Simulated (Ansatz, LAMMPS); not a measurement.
# Amorphous polyisobutylene (as short chains C10H22), from a frame at 250 K (128 atoms): geometry optimisation

How does amorphous polyisobutylene (as short chains C10H22), from a frame at 250 K (128 atoms) relax, and what do bonds, charges and levels look like afterwards?

Method: Kohn-Sham DFT, PBE+D3(BJ), PAW (set soft_2), plane waves, in Ansatz 0.2.0.

### Step 1. The structure

The cell holds 128 atoms: 40 C and 88 H. Its edges and angles: a = 10.218 Å, b = 10.218 Å, c = 10.218 Å, α = 90.0°, β = 90.0°, γ = 90.0°. 4 polyisobutylene chains of 2 units with methyl end groups placed at random, at 0.886 g/cm³; overlaps pushed apart, then 20 ps at 800 K with MMFF94 bonds, angles, torsions, charges and radii (Halgren, J. Comput. Chem. 17, 490 (1996)) in harmonic and 12-6 forms. Snapshot after 30 ps at 250 K and fixed volume.

Before any run, some limits are plain. The network of contacts between molecules at the start is that of the classical potential that made the cell. The density was typed from a rule of thumb and may lie off the real one at this temperature. Only the Γ point is sampled, in a cell whose shortest periodic width is 10 Å.

### Step 2. The classical run that made the cell

A classical potential supplies the starting structure, since it reaches far longer times than DFT.

This step: classical MD, MMFF94 bonds, angles, torsions, charges and radii (Halgren, J. Comput. Chem. 17, 490 (1996)) in harmonic and 12-6 forms; charges of ions scaled by 0.8 (LAMMPS 22 Jul 2025 - Update 4).

File in.lmp:

```
# amorphous polyisobutylene
units real
atom_style full
boundary p p p
bond_style harmonic
angle_style harmonic
dihedral_style opls
improper_style harmonic
special_bonds lj 0 0 0.5 coul 0 0 0.75
read_data data.lmp
neigh_modify delay 0 every 1 check yes one 4000
comm_modify cutoff 12.0
timestep 0.5
thermo_style custom step time temp pe press density
thermo_modify norm yes
# push overlapping molecules apart
pair_style soft 2.6
pair_coeff * * 0.0
variable a equal ramp(1,60)
fix ad all adapt 1 pair soft a * * v_a
velocity all create 800 880683 mom yes dist gaussian
fix lim all nve/limit 0.03
fix lan all langevin 800 800 50 880684 zero yes
thermo 1000
run 3000 post no
unfix ad
pair_style lj/cut 9.0
pair_modify mix arithmetic tail yes
pair_coeff 1 1 0.0678 3.3680   # C
pair_coeff 2 2 0.0216 2.5400   # H
thermo 100
minimize 1e-5 1e-3 300 3000
reset_timestep 0
velocity all create 800 880685 mom yes dist gaussian
# [... 13 lines left out ...]
compute msd all msd com yes
thermo 7500
fix md all nvt temp 250 250 100
run 30000 post no
print "== T250: mean square displacement over the hold $(c_msd[4]:%.2f) A^2"
unfix md
uncompute msd
write_dump all custom T250.dump id type xs ys zs modify sort id
```

Command:

```
$ lmp -in in.lmp -log none -nocite
```

Numbers of over 12 decimals in the logs are rounded to 6 here.

Output:

```text
LAMMPS (22 Jul 2025 - Update 4)
Reading data file ...
  orthogonal box = (0 0 0) to (10.21753 10.21753 10.21753)
  128 atoms
  orthogonal box = (0 0 0) to (10.21753 10.21753 10.21753)
  124 bonds
  240 angles
  324 dihedrals
WARNING: Bond/angle/dihedral extent > half of periodic box length
   Step          Time           Temp          PotEng         Press         Density
         0   0              800            1.0984583     -11795.092      0.88599946
      1000   500            583.30619      4.2216958      76785.143      0.88599946
      2000   1000           572.41334      4.2804494      83583.788      0.88599946
[... 40 lines left out ...]
WARNING: Bond/angle/dihedral extent > half of periodic box length
   Step          Time           Temp          PotEng         Press         Density
[... 2 lines left out ...]
     52500   51500          232.55483      0.90650319     2742.8436      0.88599946
     60000   59000          249.42566      0.98702779     3845.4028      0.88599946
     67500   66500          264.5133       0.86873149     12968.896      0.88599946
     72000   71000          253.29204      0.80141121    -4922.8224      0.88599946
WARNING: Bond/angle/dihedral extent > half of periodic box length
Loop time of 14.9794 s on 1 MPI rank(s) for 30000 steps with 128 atoms
== T250: mean square displacement over the hold 2.16 A^2
```

The job ended after 38 s (1 thread of Arm Neoverse V1, shared host; peak memory 0.12 GiB).

The input also reads data.lmp (atoms, bonds and types; not printed here).

### Step 3. Single point at the start

A single point comes first, to see the forces before anything moves.

File input.yaml:

```yaml
crystal:
  lattice:
    - [10.21753, 0.0, 0.0]
    - [0.0, 10.21753, 0.0]
    - [0.0, 0.0, 10.21753]
  atoms:
    - { symbol: C, position: [0.4974, 0.98751, 0.49956] }
    - { symbol: C, position: [0.45648, 0.0745, 0.38941] }
    - { symbol: C, position: [0.45827, 0.01002, 0.25652] }
    - { symbol: C, position: [0.36142, 0.89957, 0.23865] }
    - { symbol: C, position: [0.59321, 0.94495, 0.23474] }
    - { symbol: C, position: [0.44267, 0.10821, 0.14501] }
    - { symbol: C, position: [0.32316, 0.19802, 0.14443] }
    - { symbol: C, position: [0.31815, 0.2582, 0.00835] }
    - { symbol: C, position: [0.19414, 0.13432, 0.16987] }
    - { symbol: C, position: [0.33345, 0.31316, 0.23869] }
    - { symbol: H, position: [0.49241, 0.04984, 0.58711] }
    - { symbol: H, position: [0.44561, 0.89645, 0.51097] }
    - { symbol: H, position: [0.60062, 0.9606, 0.48512] }
    - { symbol: H, position: [0.50877, 0.16436, 0.39935] }
    - { symbol: H, position: [0.35359, 0.09707, 0.42099] }
    - { symbol: H, position: [0.40942, 0.80566, 0.26391] }
    - { symbol: H, position: [0.27592, 0.90271, 0.30061] }
    - { symbol: H, position: [0.33567, 0.8926, 0.13737] }
    - { symbol: H, position: [0.60643, 0.91804, 0.13167] }
    - { symbol: H, position: [0.67302, 0.01168, 0.27092] }
    - { symbol: H, position: [0.60584, 0.85842, 0.29562] }
    - { symbol: H, position: [0.52639, 0.18069, 0.15274] }
    - { symbol: H, position: [0.45453, 0.04898, 0.05459] }
    - { symbol: H, position: [0.41761, 0.28032, 0.977] }
    - { symbol: H, position: [0.25765, 0.3509, 0.00268] }
    - { symbol: H, position: [0.27592, 0.18825, 0.94268] }
    - { symbol: H, position: [0.17632, 0.11082, 0.2785] }
    - { symbol: H, position: [0.18052, 0.04325, 0.1164] }
    - { symbol: H, position: [0.10592, 0.20146, 0.1506] }
    - { symbol: H, position: [0.26531, 0.39421, 0.22493] }
    - { symbol: H, position: [0.43543, 0.34758, 0.23052] }
    - { symbol: H, position: [0.32406, 0.27708, 0.33388] }
    [... 90 atom lines left out ...]
    - { symbol: H, position: [0.93436, 0.23025, 0.91499] }
    - { symbol: H, position: [0.91199, 0.05596, 0.96326] }
    - { symbol: H, position: [0.80418, 0.17629, 0.01371] }
    - { symbol: H, position: [0.73657, 0.92532, 0.89448] }
    - { symbol: H, position: [0.61677, 0.0414, 0.91072] }
    - { symbol: H, position: [0.64359, 0.97402, 0.75816] }
kpoints:
  mp_grid: { grid: [1, 1, 1] }
hamiltonian:
  xc: pbe
  dispersion: d3bj
scf:
  occupations: { method: gaussian, width: 0.05 }
output:
  forces: true
  stress: true
  populations: intrinsic
  dos:
    method: { smearing: { sigma: 0.08 } }
    de: 0.1
    projected: { site_lists: { C: [C], H: [H] } }
  eigenvalues: true
```

Command:

```
$ ansatz run input.yaml --threads 4 --pin off --max-ram 8192MiB --backend cpu --events-out ev --progress --plain --runs-dir out
```

Output:

```text
Engine: ansatz 0.2.0, aarch64-unknown-linux-gnu
Pseudopotentials: kind: paw
Pseudopotential: C, paw, valence charge 4, recommended cutoff 420 eV (normal), C.paw.azcp
Pseudopotential: H, paw, valence charge 1, recommended cutoff 420 eV (normal), H.paw.azcp
Functional definition: PBE
  parameter kappa = 0.804
  parameter beta = 0.066725
  exchange = pbe_x(kappa = kappa, mu = beta*pi^2/3)
  correlation = pbe_c(beta = beta)
Crystal: 128 atoms, lattice volume = 1066.689 Å³
Basis set: ecut = 420 eV, 20815 PW (Γ), exchange–correlation on 144×144×144 points (8 copies of the dense FFT grid, shifted against one another)
Bands: 252, of which v1, the nominal top of the filled ones, is band 124 counted from 1 (123 counted from 0)
Symmetry: 1 space group operations
Space group: P1 (ITA 1), of the structure as read, at distance tolerance 1.0e-4 Å
k-points: 1
Non-local potential: C, projectors of the file, l = 0: 2, l = 1: 2, l = 2: 1
Non-local potential: H, projectors of the file, l = 0: 2, l = 1: 1
PAW form: soft (Blöchl's): semilocal exchange-correlation on the pseudo side does not see the compensation charge
PAW one-centre angular grid: C, 110 points (default); XC on 64 Gauss nodes
PAW one-centre angular grid: H, 110 points (default); XC on 64 Gauss nodes
Initial density: superposition of atomic densities (neutral atoms: chi_scale 0, normalization atom), corrected by the library's trained network
Initial wavefunctions: pseudopotential atomic-orbital guess
Functional: x = pbe(κ = 0.804, μ = 0.219515), c = pbe(β = 0.066725)
SCF iter   1: F=—  HF=-11459.417179 eV  |F-HF|=—  |Δ(HF+E_count)|=         —  Δρ=4.61e-3  dr2=2.27e-1  ethr=1.77e-3  ⟨swp⟩=6.0  Hψ=1195  notcnv=0  defer=34
preconditioner: auto → Resta (q_TF=auto, 2.139 Å⁻¹)  ε∞=2.3  [insulator: Δε(μ)=5.635 eV  Ē_g=15.743 eV  σ=0.050 eV  W_gap=1.00  n_scr=178 (ndim 8)  ℏωp=17.9 eV  f_vac=0.153  D(μ)=0.00/eV (n_scr^D=0)  ε∞_Penn≈2.3]
SCF iter   2: F=—  HF=-11459.393646 eV  |F-HF|=—  |Δ(HF+E_count)|=   2.35e-2  Δρ=1.80e-3  dr2=3.30e-2  ethr=9.14e-5  ⟨swp⟩=3.0  Hψ=421  notcnv=0  defer=121
SCF iter   3: F=—  HF=-11459.404993 eV  |F-HF|=—  |Δ(HF+E_count)|=   1.13e-2  Δρ=6.56e-4  dr2=4.75e-3  ethr=1.33e-5  ⟨swp⟩=3.0  Hψ=262  notcnv=0  defer=121
SCF iter   4: F=—  HF=-11459.408190 eV  |F-HF|=—  |Δ(HF+E_count)|=   3.20e-3  Δρ=1.45e-4  dr2=2.65e-4  ethr=1.91e-6  ⟨swp⟩=2.0  Hψ=226  notcnv=0  defer=121
SCF iter   5: F=—  HF=-11459.408431 eV  |F-HF|=—  |Δ(HF+E_count)|=   2.41e-4  Δρ=5.20e-5  dr2=3.83e-5  ethr=1.07e-7  ⟨swp⟩=2.0  Hψ=255  notcnv=0  defer=121
SCF iter   6: F=—  HF=-11459.409210 eV  |F-HF|=—  |Δ(HF+E_count)|=   7.79e-4  Δρ=1.38e-5  dr2=2.05e-6  ethr=1.55e-8  ⟨swp⟩=2.0  Hψ=348  notcnv=0  defer=121
SCF iter   7: F=—  HF=-11459.409211 eV  |F-HF|=—  |Δ(HF+E_count)|=   8.84e-7  Δρ=3.65e-6  dr2=1.51e-7  ethr=8.25e-10  ⟨swp⟩=2.0  Hψ=253  notcnv=0  defer=121
SCF iter   8: F=-11459.409211 eV  HF=-11459.409211 eV  |F-HF|=1.02e-8  |Δ(HF+E_count)|=   8.16e-8  Δρ=1.50e-6  dr2=2.76e-8  ethr=4.03e-11  ⟨swp⟩=14.0  Hψ=1660  notcnv=0
SCF 1 converged in 8 iterations: F = -11459.409211 eV  dr2 = 2.76e-8
  greatest PAW one-centre occupation: 0.669 electrons in one spin orbital (limit 2), on the C atom at site 100 (counted from 0), in its partial waves of l = 0
SCF converged after 8 iterations
Free energy (F): -11459.409211 eV
Harris-Foulkes:  -11459.409211 eV  (|F-HF|=1.02e-8)
Internal energy: -11459.409211 eV  (E = F + TS)
E sigma→0 (E₀):  -11459.409211 eV
Fermi energy:    1.127188 eV
--- Per-component energies (eV) ---
  E_band       = -1654.226047
  E_kinetic    = 4909.638143
  E_local      = -13872.424682  (includes V_loc(G=0)·N_el)
  E_nonlocal   = 1232.619907
  E_hartree    = 4922.324293
  E_xc         = -2737.961866
  E_vxc        = -3431.632308  (∫ρ·V_xc dr)
  E_paw        = -4025.902187  (= ΣΔE_a)
  E_vpaw       = -336.954459  (= ΣTr[D̂ρ^β])
  E_aug_tail   = -0.122043  (compensation charges beyond the density's cutoff)
  E_ewald      = -1880.993871
  E_disp       = -6.586905  (pairwise vdW)
  E_smearing   = -0.000000  (= −TS)
  E_closure    = -0.000000  (closes the sum)
  Σ components = -11459.409211   (vs F -11459.409211, Δ=0.00e0)
--- Forces (eV/Å), atoms counted from 1 ---
  atom   1  C      1.67675937     0.39418935     0.55023713
  atom   2  C     -2.40427780    -0.97613355     0.82710484
  atom   3  C      1.05599526    -0.08802148    -0.61450717
  atom   4  C      0.44204050    -1.16214707     0.95443433
  atom   5  C      0.78762146     0.96140500     0.66296909
  atom   6  C      0.84631101     0.83497993     0.68506834
  atom   7  C     -0.90786442     1.12525610    -0.73158141
  atom   8  C     -0.30047238     0.96305400    -0.05350243
  atom   9  C     -2.41721290    -0.11622971     1.74595536
  atom  10  C      1.60514899     0.07784076    -0.75638348
  atom  11  H     -0.04161707    -0.53174041     0.34649256
  atom  12  H     -0.65030515    -0.31879999     0.08664839
  atom  13  H      0.11828179    -0.06907692     0.32723361
  atom  14  H      0.69331546     0.84846488    -0.43648909
[...]
atom 127  H     -0.59986995     0.41805412     0.55394321
  atom 128  H     -0.44446243    -0.47388045    -0.49231053
  max |Σ_I F_I| component: 7.21e-5 eV/Å
--- Stress (GPa, compression-positive) ---
        2.251990       0.283670       0.294297
        0.283670       0.222298      -0.628014
        0.294296      -0.628014       2.925924
  P = ⅓ Tr σ = 1.8001 GPa (18.001 kbar)
--- Band table (eV) ---
  k-point 0: bands = ["-16.1942", "-16.0720", "-15.9449", "-15.7806", [... 236 levels ...], "12.0282", "12.0587", "12.1429", "12.1827", "12.2696", "12.3033", "12.3124", "12.4526", "12.4689", "12.5524", "12.5655", "12.5829"]
--- intrinsic populations: 128 sites ---
  site symbol       q [e]
     0      C      4.4971
     1      C      4.3028
     2      C      3.9422
[...]
127      H      0.8329
  spilling = 0.000000 (of n_electrons = 248.000000)
```

Run time: 10 s. Hardware: 4 threads of Arm Neoverse V1, shared host; peak memory 1.1 GiB.

The run gave:

| Item | Value |
| --- | --- |
| free energy | -11459.4092 eV |
| free energy per atom | -89.5266 eV/atom |
| SCF cycles | 8 |
| pressure | 1.8 GPa |
| r.m.s. force component | 0.7074 eV/Å |
| longest force | 3.285 eV/Å |
| Fermi energy | 1.127 eV |
| gap (highest filled to lowest empty level) | 5.679 eV |

The r.m.s. force component of 0.71 eV/Å and the pressure of 1.8 GPa set the starting point.

Length of the force by element:

| element | coordination | atoms | mean length of the force (eV/Å) | spread | least | most |
| --- | --- | --- | --- | --- | --- | --- |
| C | all | 40 | 1.56 | 0.683 | 0.622 | 3.29 |
| H | all | 88 | 0.813 | 0.453 | 0.193 | 2.48 |

(Continued in part 2 of 3.)

[Logs are printed without paths, hosts, clocks, repeated set-up lines and the standing remarks that a program may print on its own settings, such as how far it seeks lower states.]

[Hosts, paths, dates, database ids (printed as entryN), source tags and the programs' standing remarks are cut or masked in the printed files.]

[The MMFF94 radii named for the starting cell were scaled by 0.96; in molecules described by MMFF94, hydrogen bound to N, O or S took a small fixed 12-6 site in their place.]
